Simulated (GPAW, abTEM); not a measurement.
# PtS2 monolayer, S vacancy: the scripts behind a bonding study

Short scripts, each with its output. The sheet lies in the middle of a cell with vacuum above and below.

### 1. Build the all-electron density and subtract free atoms

```text
cell
1.0
    10.710000000    0.000000000    0.000000000
     0.000000000   12.366842766    0.000000000
     0.000000000    0.000000000   11.660000000
Pt S
12 23
Direct
0.999853219 0.000267062 0.500936359
0.166884132 0.251767803 0.501441301
0.999859398 0.501644017 0.505242755
0.167317077 0.749697977 0.499980218
0.334208730 0.998758888 0.500848017
0.499906691 0.250740204 0.498479150
0.337550451 0.502130891 0.494739291
0.499844320 0.746468566 0.495497037
0.665659852 0.998835363 0.500621177
0.832898900 0.251789047 0.501508103
0.662069321 0.502318296 0.494716483
0.832243451 0.749924598 0.500262139
0.167947848 0.083220949 0.605931416
0.999896647 0.167888618 0.397049451
0.999893841 0.333295654 0.609310521
0.161319957 0.417517970 0.396393638
0.173196356 0.583800913 0.606256036
0.999541563 0.666593441 0.396453364
0.999798645 0.833126527 0.606620716
0.166552151 0.916792061 0.394707878
0.500038412 0.083543458 0.606671849
0.332476413 0.166719298 0.394681475
0.336396728 0.337571838 0.604097730
0.499746068 0.418168623 0.391285087
0.334326180 0.666638141 0.392427747
0.335635575 0.829169157 0.605728801
0.499957398 0.916197807 0.396387685
0.831872206 0.083451954 0.605814237
0.667426063 0.166879480 0.394660607
0.663354995 0.337619447 0.603715351
0.838183016 0.417535015 0.396713465
0.826847527 0.583843094 0.606302188
0.665706451 0.667004530 0.392679121
0.663912980 0.829426299 0.606007186
0.833194238 0.916698907 0.394635767
```

```python
import numpy as np
from ase.io import read
from ase.units import Bohr
from gpaw import GPAW, PW, FermiDirac
from gpaw.calculator import GPAW as OldGPAW
from gpaw.mpi import serial_comm, world
from scipy.special import erfc
from scipy.spatial import cKDTree

atoms = read("cell.vasp")
atoms.calc = GPAW(mode=PW(500), xc="PBE", kpts={"size": (1, 1, 1), "gamma": True},
                 occupations=FermiDirac(0.05), maxiter=160, symmetry={"tolerance": 1e-5}, txt="scf.txt")
atoms.get_potential_energy()
rho = atoms.calc.get_all_electron_density(gridrefinement=2)
moments = atoms.get_magnetic_moments() if atoms.calc.get_number_of_spins() == 2 else np.zeros(len(atoms))
total = atoms.get_magnetic_moment() if moments.any() else 0.0
if world.rank == 0:
    free = OldGPAW(mode=PW(500), xc="PBE", txt=None, communicator=serial_comm)
    neutral = atoms.copy()
    neutral.set_initial_magnetic_moments(None)
    free.initialize(neutral)
    free.set_positions(neutral)
    drho = rho - free.get_all_electron_density(gridrefinement=2)
    # GPAW starts from confined atoms: exchange their smooth part for that of the datasets' free atoms
    h = np.stack(np.meshgrid(*[np.fft.fftfreq(n, 1 / n) for n in drho.shape], indexing="ij"), -1)
    gabs = np.linalg.norm(h @ atoms.cell.reciprocal(), axis=-1)
    tails = np.fft.fftn(free.get_pseudo_density(gridrefinement=2))
    g, form, v0 = np.linspace(0, gabs.max(), 1500), {}, 0
    for e in set(atoms.symbols):
        idx = atoms.symbols.search(e)
        d = free.setups[idx[0]].data
        r, w = d.rgd.r_g * Bohr, d.rgd.r_g**2 * d.rgd.dr_g
        j0 = np.sinc(2 * g[:, None] * r)
        smooth = sum(f * p**2 for f, p in zip(d.f_j, d.phit_jg)) + np.sqrt(4 * np.pi) * d.nct_g
        full = sum(f * p**2 for f, p in zip(d.f_j, d.phi_jg)) + np.sqrt(4 * np.pi) * d.nc_g
        phase = sum(np.exp(-2j * np.pi * h @ s) for s in atoms.get_scaled_positions()[idx])
        tails -= np.interp(gabs, g, j0 @ (smooth * w)) * phase * drho.size / atoms.get_volume()
        form[e] = j0 @ (full * w)
        v0 += 2 * np.pi / 3 * 14.3996 * (full * w * r**2).sum() * len(idx)  # V A^3
    tails *= 0.5 * erfc((gabs - 1.8) / 0.25)  # the tails differ at long wavelengths alone
    drho += np.fft.ifftn(tails).real  # crystal minus superposed spherical free atoms
    np.save("drho.npy", drho)
    dv = atoms.get_volume() / drho.size
    print("grid", drho.shape, " electrons %.3f" % (rho.sum() * dv), " moved by bonding %.3f e" % (abs(drho).sum() * dv / 2))
    pts = np.indices(drho.shape).reshape(3, -1).T / drho.shape @ atoms.cell
    shifts = (np.indices((3, 3, 3)).reshape(3, -1).T - 1) @ atoms.cell
    images = (atoms.positions[None] + shifts[:, None]).reshape(-1, 3)
    dist, idx = cKDTree(images).query(pts, k=4)
    out = drho.ravel()[dist[:, 0] > 0.5]
    print("deformation density beyond 0.5 A of the nuclei: max %.3f, min %.3f e/A^3" % (out.max(), out.min()))
    tie = dist < dist[:, :1] + 1e-4
    q = -np.bincount((idx % len(atoms))[tie], (drho.ravel()[:, None] / tie.sum(1, keepdims=True) * tie)[tie], len(atoms)) * dv
    print("atom        x       y       z   Voronoi charge  moment")
    for a, s, c, m in zip(atoms, atoms.get_scaled_positions(), q, moments):
        print("%-2s%-3d %7.4f %7.4f %7.4f %10.3f %10.2f" % (a.symbol, a.index + 1, *s, c, m))
    np.savez("free.npz", g=g, **form)
    print("mean inner potential of superposed free atoms %.3f V" % (v0 / atoms.get_volume()))
    print("total magnetic moment %.3f muB" % total)
```

```console
$ OMP_NUM_THREADS=1 mpirun -n 4 gpaw python run.py > gpaw.log
```

```text
grid (112, 128, 126)  electrons 1304.000  moved by bonding 9.181 e
deformation density beyond 0.5 A of the nuclei: max 0.338, min -0.818 e/A^3
atom        x       y       z   Voronoi charge  moment
Pt1    0.9999  0.0003  0.5009      0.220       0.00
Pt2    0.1669  0.2518  0.5014      0.221       0.00
Pt3    0.9999  0.5016  0.5052      0.219       0.00
Pt4    0.1673  0.7497  0.5000      0.221       0.00
Pt5    0.3342  0.9988  0.5008      0.221       0.00
Pt6    0.4999  0.2507  0.4985      0.222       0.00
Pt7    0.3376  0.5021  0.4947      0.174       0.00
Pt8    0.4998  0.7465  0.4955      0.188       0.00
Pt9    0.6657  0.9988  0.5006      0.222       0.00
Pt10   0.8329  0.2518  0.5015      0.221       0.00
Pt11   0.6621  0.5023  0.4947      0.172       0.00
Pt12   0.8322  0.7499  0.5003      0.221       0.00
S 13   0.1679  0.0832  0.6059     -0.105       0.00
S 14   0.9999  0.1679  0.3970     -0.107       0.00
S 15   0.9999  0.3333  0.6093     -0.108       0.00
S 16   0.1613  0.4175  0.3964     -0.070       0.00
S 17   0.1732  0.5838  0.6063     -0.124       0.00
S 18   0.9995  0.6666  0.3965     -0.113       0.00
S 19   0.9998  0.8331  0.6066     -0.115       0.00
S 20   0.1666  0.9168  0.3947     -0.113       0.00
S 21   0.5000  0.0835  0.6067     -0.113       0.00
S 22   0.3325  0.1667  0.3947     -0.114       0.00
S 23   0.3364  0.3376  0.6041     -0.121       0.00
S 24   0.4997  0.4182  0.3913     -0.126       0.00
S 25   0.3343  0.6666  0.3924     -0.124       0.00
S 26   0.3356  0.8292  0.6057     -0.120       0.00
S 27   0.5000  0.9162  0.3964     -0.055       0.00
S 28   0.8319  0.0835  0.6058     -0.107       0.00
S 29   0.6674  0.1669  0.3947     -0.112       0.00
S 30   0.6634  0.3376  0.6037     -0.120       0.00
S 31   0.8382  0.4175  0.3967     -0.071       0.00
S 32   0.8268  0.5838  0.6063     -0.123       0.00
S 33   0.6657  0.6670  0.3927     -0.126       0.00
S 34   0.6639  0.8294  0.6060     -0.118       0.00
S 35   0.8332  0.9167  0.3946     -0.115       0.00
mean inner potential of superposed free atoms 7.736 V
total magnetic moment 0.000 muB
```

Time: 3 min on 4 cores of Arm Neoverse N1 (shared host), peak memory 2.2 GiB.

### 2. Image through focus

```python
import abtem
import numpy as np
from ase.build import make_supercell
from ase.io import read

abtem.config.set({"dask.lazy": False, "fft": "fftw", "diagnostics.progress_bar": False})
M = [[1, 0, 0], [0, 1, 0], [0, 0, 1]]  # rows: x, y and beam direction in the primitive cell's axes
unit = make_supercell(read("cell.vasp"), M)
unit.set_cell(list(unit.cell.lengths()) + [90, 90, 90], scale_atoms=True)
unit.positions[:, 2] += 0.4823  # keeps atomic planes off the slice boundaries
unit.wrap()
slab = unit * (1, 1, 1)
print(slab.get_chemical_formula(), "| box %.2f x %.2f x %.2f A" % tuple(slab.cell.lengths()))

# change of the potential by bonding, from the DFT deformation density (Poisson's equation term by term)
drho = np.load("drho.npy")
prim = read("cell.vasp")
h = np.stack(np.meshgrid(*[np.fft.fftfreq(n, 1 / n) for n in drho.shape], indexing="ij"), -1).reshape(-1, 3).astype(int)
g2 = ((h @ prim.cell.reciprocal()) ** 2).sum(1)
keep = (g2 > 0) & (g2 < 2.5**2)
shape = (134, 155, 72)
vg = np.zeros(shape, complex)
hm = h[keep] @ np.array(M).T
move = np.exp(-2j * np.pi * hm[:, 2] * (0.4823 / unit.cell[2, 2] - 0.5 / shape[2]))  # the same shift, sampled at mid-points
vg[tuple(hm.T % np.array(shape)[:, None])] = -14.3996 / np.pi * (np.fft.fftn(drho).ravel() / drho.size)[keep] / g2[keep] * move
dV = np.fft.ifftn(vg).real * vg.size
dV -= dV[:, :, 0].mean()  # zero in the vacuum
dV = dV.reshape(134, 155, 12, 6).mean(3) * unit.cell[2, 2] / 12  # V A, projected in each slice
dV = np.tile(dV.transpose(2, 0, 1), (1, 1, 1))


def build(atoms):
    p = abtem.Potential(atoms, gpts=(134, 155), slice_thickness=[slab.cell[2, 2] / 12] * 12,
                        parametrization="lobato", projection="finite", exit_planes=6).build()
    p.array[:] += BONDING * dV
    return p


def potentials():
    yield build(slab)  # atoms at rest


for label, BONDING in (("IAM", 0.0), ("DFT", 1.0)):
    print("=====", label)
    potential = build(slab)
    print("grid", potential.gpts, "slices", potential.num_slices)
    thickness = potential.exit_thicknesses
    columns = [  # name, x, y (A)
        ("vacancy", 5.355, 7.111),
        ("S_1st", 5.352, 5.171),
        ("S_2nd", 7.105, 4.175),
        ("Pt_3rd", 5.354, 3.101),
        ("Pt_4th", 8.920, 3.114),
        ("Pt_far", 10.708, 0.003),
        ("S_far", 10.709, 2.076),
        ("void", 8.300, 6.183),
    ]
    waves = [abtem.PlaneWave(energy=80000).multislice(p) for p in potentials()]
    stack = []
    for defocus in [-200, -130, 20.0, 130, 200]:
        ctf = abtem.CTF(energy=80000, Cs=20000, defocus=defocus, focal_spread=20, semiangle_cutoff=35)
        ims = [w.apply_ctf(ctf).intensity() for w in waves]
        im = sum(ims[1:], ims[0]) / len(ims)
        a = im.array.reshape(len(thickness), 1, -1, 1, im.array.shape[-1] // 1).mean(axis=(1, 3))
        a = a / im.array[0].mean()
        stack.append(a)
        print("defocus %.0f A: intensity at the columns, vacuum = 1" % defocus)
        print("  t (A)     min     max" + "".join("%10s" % c[0][:9] for c in columns))
        for t, b in list(zip(thickness, a))[1:]:
            at = [b[round(x / im.sampling[0]) % b.shape[0], round(y / im.sampling[1]) % b.shape[1]] for _, x, y in columns]
            print("%7.1f %7.3f %7.3f" % (t, b.min(), b.max()) + "".join("%10.3f" % v for v in at))
    print("Scherzer defocus %.0f A, point resolution %.2f A" % (ctf.scherzer_defocus, ctf.point_resolution))
    np.save(label + "_hrtem.npy", np.array(stack))
```

```console
$ python run.py
```

```text
Pt12S23 | box 10.71 x 12.37 x 11.66 A
===== IAM
grid (134, 155) slices 12
defocus -200 A: intensity at the columns, vacuum = 1
  t (A)     min     max   vacancy     S_1st     S_2nd    Pt_3rd    Pt_4th    Pt_far     S_far      void
    5.8   0.887   1.120     1.067     1.120     1.061     1.070     1.072     1.072     1.107     0.967
   11.7   0.709   1.423     1.194     1.307     1.264     1.381     1.416     1.409     1.287     0.870
defocus -130 A: intensity at the columns, vacuum = 1
  t (A)     min     max   vacancy     S_1st     S_2nd    Pt_3rd    Pt_4th    Pt_far     S_far      void
    5.8   0.805   1.162     0.812     1.146     0.805     0.852     0.851     0.849     1.162     1.029
   11.7   0.611   1.151     0.618     0.679     0.629     1.067     1.044     1.036     0.633     1.072
defocus 20 A: intensity at the columns, vacuum = 1
  t (A)     min     max   vacancy     S_1st     S_2nd    Pt_3rd    Pt_4th    Pt_far     S_far      void
    5.8   0.861   1.032     0.997     0.862     0.998     0.982     0.983     0.983     0.863     1.028
   11.7   0.659   1.099     0.983     0.897     0.877     0.667     0.661     0.667     0.902     1.088
defocus 130 A: intensity at the columns, vacuum = 1
  t (A)     min     max   vacancy     S_1st     S_2nd    Pt_3rd    Pt_4th    Pt_far     S_far      void
    5.8   0.903   1.201     1.192     0.922     1.201     1.149     1.153     1.153     0.909     0.954
   11.7   0.769   1.528     1.510     1.422     1.473     1.116     1.136     1.129     1.473     0.847
defocus 200 A: intensity at the columns, vacuum = 1
  t (A)     min     max   vacancy     S_1st     S_2nd    Pt_3rd    Pt_4th    Pt_far     S_far      void
    5.8   0.892   1.106     0.910     0.915     0.912     0.902     0.897     0.897     0.932     1.032
   11.7   0.562   1.248     0.681     0.568     0.627     0.777     0.744     0.742     0.601     1.136
Scherzer defocus 35 A, point resolution 0.70 A
===== DFT
grid (134, 155) slices 12
defocus -200 A: intensity at the columns, vacuum = 1
  t (A)     min     max   vacancy     S_1st     S_2nd    Pt_3rd    Pt_4th    Pt_far     S_far      void
    5.8   0.887   1.117     1.068     1.117     1.063     1.070     1.073     1.072     1.106     0.968
   11.7   0.709   1.429     1.199     1.306     1.264     1.386     1.422     1.414     1.287     0.869
defocus -130 A: intensity at the columns, vacuum = 1
  t (A)     min     max   vacancy     S_1st     S_2nd    Pt_3rd    Pt_4th    Pt_far     S_far      void
    5.8   0.807   1.158     0.814     1.141     0.807     0.854     0.853     0.851     1.158     1.029
   11.7   0.611   1.151     0.618     0.673     0.624     1.074     1.051     1.044     0.628     1.072
defocus 20 A: intensity at the columns, vacuum = 1
  t (A)     min     max   vacancy     S_1st     S_2nd    Pt_3rd    Pt_4th    Pt_far     S_far      void
    5.8   0.862   1.032     0.996     0.863     0.997     0.980     0.982     0.982     0.864     1.028
   11.7   0.658   1.099     0.983     0.897     0.878     0.665     0.660     0.666     0.902     1.088
defocus 130 A: intensity at the columns, vacuum = 1
  t (A)     min     max   vacancy     S_1st     S_2nd    Pt_3rd    Pt_4th    Pt_far     S_far      void
    5.8   0.905   1.199     1.190     0.927     1.199     1.147     1.151     1.152     0.914     0.954
   11.7   0.769   1.529     1.511     1.431     1.480     1.107     1.128     1.121     1.480     0.847
defocus 200 A: intensity at the columns, vacuum = 1
  t (A)     min     max   vacancy     S_1st     S_2nd    Pt_3rd    Pt_4th    Pt_far     S_far      void
    5.8   0.891   1.106     0.908     0.917     0.910     0.902     0.896     0.897     0.933     1.031
   11.7   0.562   1.249     0.676     0.569     0.627     0.774     0.742     0.740     0.600     1.136
Scherzer defocus 35 A, point resolution 0.70 A
```

Time: 9.2 s on 1 core of Arm Neoverse N1 (shared host), peak memory 0.42 GiB.

### 3. Scan a probe

```python
import abtem
import numpy as np
from ase.build import make_supercell
from ase.io import read

abtem.config.set({"dask.lazy": False, "fft": "fftw", "diagnostics.progress_bar": False})
M = [[1, 0, 0], [0, 1, 0], [0, 0, 1]]  # rows: x, y and beam direction in the primitive cell's axes
unit = make_supercell(read("cell.vasp"), M)
unit.set_cell(list(unit.cell.lengths()) + [90, 90, 90], scale_atoms=True)
unit.positions[:, 2] += 0.4823  # keeps atomic planes off the slice boundaries
unit.wrap()
slab = unit * (2, 1, 1)
print(slab.get_chemical_formula(), "| box %.2f x %.2f x %.2f A" % tuple(slab.cell.lengths()))

# change of the potential by bonding, from the DFT deformation density (Poisson's equation term by term)
drho = np.load("drho.npy")
prim = read("cell.vasp")
h = np.stack(np.meshgrid(*[np.fft.fftfreq(n, 1 / n) for n in drho.shape], indexing="ij"), -1).reshape(-1, 3).astype(int)
g2 = ((h @ prim.cell.reciprocal()) ** 2).sum(1)
keep = (g2 > 0) & (g2 < 2.5**2)
shape = (77, 89, 72)
vg = np.zeros(shape, complex)
hm = h[keep] @ np.array(M).T
move = np.exp(-2j * np.pi * hm[:, 2] * (0.4823 / unit.cell[2, 2] - 0.5 / shape[2]))  # the same shift, sampled at mid-points
vg[tuple(hm.T % np.array(shape)[:, None])] = -14.3996 / np.pi * (np.fft.fftn(drho).ravel() / drho.size)[keep] / g2[keep] * move
dV = np.fft.ifftn(vg).real * vg.size
dV -= dV[:, :, 0].mean()  # zero in the vacuum
dV = dV.reshape(77, 89, 12, 6).mean(3) * unit.cell[2, 2] / 12  # V A, projected in each slice
dV = np.tile(dV.transpose(2, 0, 1), (1, 2, 1))


def build(atoms):
    p = abtem.Potential(atoms, gpts=(154, 89), slice_thickness=[slab.cell[2, 2] / 12] * 12,
                        parametrization="lobato", projection="finite", exit_planes=6).build()
    p.array[:] += BONDING * dV
    return p


def potentials():
    yield build(slab)  # atoms at rest


for label, BONDING in (("IAM", 0.0), ("DFT", 1.0)):
    print("=====", label)
    potential = build(slab)
    print("grid", potential.gpts, "slices", potential.num_slices)
    thickness = potential.exit_thicknesses
    probe = abtem.Probe(energy=80000, semiangle_cutoff=25, defocus=5.8)
    probe.grid.match(potential)
    print("wavelength %.5f A, largest angle on the grid %.0f mrad" % (probe.wavelength, min(probe.cutoff_angles)))
    detectors = {"ABF": (12, 25), "BF": (0, 12), "LAADF": (30, 80)}  # mrad
    columns = [  # name, x, y (A)
        ("vacancy", 5.355, 7.111),
        ("S_1st", 5.352, 5.171),
        ("S_2nd", 7.105, 4.175),
        ("Pt_3rd", 5.354, 3.101),
        ("Pt_4th", 8.920, 3.114),
        ("Pt_far", 10.708, 0.003),
        ("S_far", 10.709, 2.076),
        ("void", 8.300, 6.183),
    ]
    scan = abtem.GridScan(start=(0.0000, 0.0000), end=(10.7100, 12.3668), gpts=(27, 31), endpoint=False)
    dets = [abtem.AnnularDetector(*v) for v in detectors.values()] + [abtem.PixelatedDetector(max_angle=38)]
    runs = [probe.scan(p, scan=scan, detectors=dets, max_batch=32) for p in potentials()]
    out = [sum(x[1:], x[0]) / len(x) for x in zip(*runs)]
    images = dict(zip(detectors, out))
    images["iCOM"] = out[-1].center_of_mass().integrate_gradient()
    np.save(label + "_pacbed.npy", out[-1].array.mean(axis=(1, 2)))
    print("PACBED pixel %.3f x %.3f mrad" % out[-1].angular_sampling)
    for name, im in images.items():
        im = im.interpolate(sampling=0.1, boundary="periodic").gaussian_filter(0.25)
        np.save(label + "_" + name + ".npy", im.array)
        print(name, "signal at the columns" + (", fraction of the beam" if name in detectors else ""))
        print("  t (A)     mean" + "".join("%10s" % c[0][:9] for c in columns))
        for t, a in list(zip(thickness, im.array))[1:]:
            at = [a[round((x - 0.0000) / im.sampling[0]) % a.shape[0], round((y - 0.0000) / im.sampling[1]) % a.shape[1]] for _, x, y in columns]
            print("%7.1f %8.5f" % (t, a.mean()) + "".join("%10.5f" % v for v in at))
```

```console
$ python run.py
```

```text
Pt24S46 | box 21.42 x 12.37 x 11.66 A
===== IAM
grid (154, 89) slices 12
wavelength 0.04176 A, largest angle on the grid 98 mrad
PACBED pixel 1.949 x 3.377 mrad
ABF signal at the columns, fraction of the beam
  t (A)     mean   vacancy     S_1st     S_2nd    Pt_3rd    Pt_4th    Pt_far     S_far      void
    5.8  0.74496   0.74556   0.73872   0.74562   0.74578   0.74577   0.74578   0.73969   0.74537
   11.7  0.73501   0.74222   0.73710   0.73621   0.67525   0.67479   0.68364   0.73821   0.74058
BF signal at the columns, fraction of the beam
  t (A)     mean   vacancy     S_1st     S_2nd    Pt_3rd    Pt_4th    Pt_far     S_far      void
    5.8  0.24590   0.24653   0.24242   0.24649   0.24631   0.24633   0.24633   0.24288   0.24639
   11.7  0.24276   0.24767   0.24296   0.24546   0.21896   0.21887   0.22233   0.24331   0.24697
LAADF signal at the columns, fraction of the beam
  t (A)     mean   vacancy     S_1st     S_2nd    Pt_3rd    Pt_4th    Pt_far     S_far      void
    5.8  0.00110   0.00021   0.00818   0.00020   0.00022   0.00021   0.00021   0.00718   0.00044
   11.7  0.01073   0.00163   0.00953   0.00849   0.07274   0.07070   0.06317   0.00854   0.00366
iCOM signal at the columns
  t (A)     mean   vacancy     S_1st     S_2nd    Pt_3rd    Pt_4th    Pt_far     S_far      void
    5.8  0.01129   0.00828   0.02385   0.00817   0.01053   0.01021   0.01025   0.02333   0.00997
   11.7  0.01129   0.00031   0.01665   0.01636   0.03588   0.03549   0.03523   0.01642   0.00619
===== DFT
grid (154, 89) slices 12
wavelength 0.04176 A, largest angle on the grid 98 mrad
PACBED pixel 1.949 x 3.377 mrad
ABF signal at the columns, fraction of the beam
  t (A)     mean   vacancy     S_1st     S_2nd    Pt_3rd    Pt_4th    Pt_far     S_far      void
    5.8  0.74498   0.74559   0.73878   0.74564   0.74579   0.74579   0.74579   0.73975   0.74538
   11.7  0.73495   0.74222   0.73709   0.73624   0.67489   0.67444   0.68328   0.73817   0.74054
BF signal at the columns, fraction of the beam
  t (A)     mean   vacancy     S_1st     S_2nd    Pt_3rd    Pt_4th    Pt_far     S_far      void
    5.8  0.24590   0.24651   0.24244   0.24647   0.24630   0.24632   0.24631   0.24289   0.24639
   11.7  0.24276   0.24766   0.24300   0.24543   0.21895   0.21887   0.22233   0.24335   0.24698
LAADF signal at the columns, fraction of the beam
  t (A)     mean   vacancy     S_1st     S_2nd    Pt_3rd    Pt_4th    Pt_far     S_far      void
    5.8  0.00109   0.00020   0.00814   0.00019   0.00022   0.00021   0.00021   0.00715   0.00044
   11.7  0.01077   0.00164   0.00953   0.00850   0.07292   0.07086   0.06335   0.00855   0.00369
iCOM signal at the columns
  t (A)     mean   vacancy     S_1st     S_2nd    Pt_3rd    Pt_4th    Pt_far     S_far      void
    5.8  0.01113   0.00819   0.02344   0.00814   0.01048   0.01018   0.01021   0.02299   0.00982
   11.7  0.01113   0.00031   0.01622   0.01602   0.03620   0.03588   0.03558   0.01613   0.00595
```

Time: 53 s.

[Outputs are excerpts: Python notices, other lines and further rows are left out; steps that failed or that the build refused (PBEsol, TPSS) are not shown.]

[Logs are printed without paths, hosts, clocks, repeated set-up lines and the standing remarks that a program may print on its own settings, such as how far it seeks lower states.]
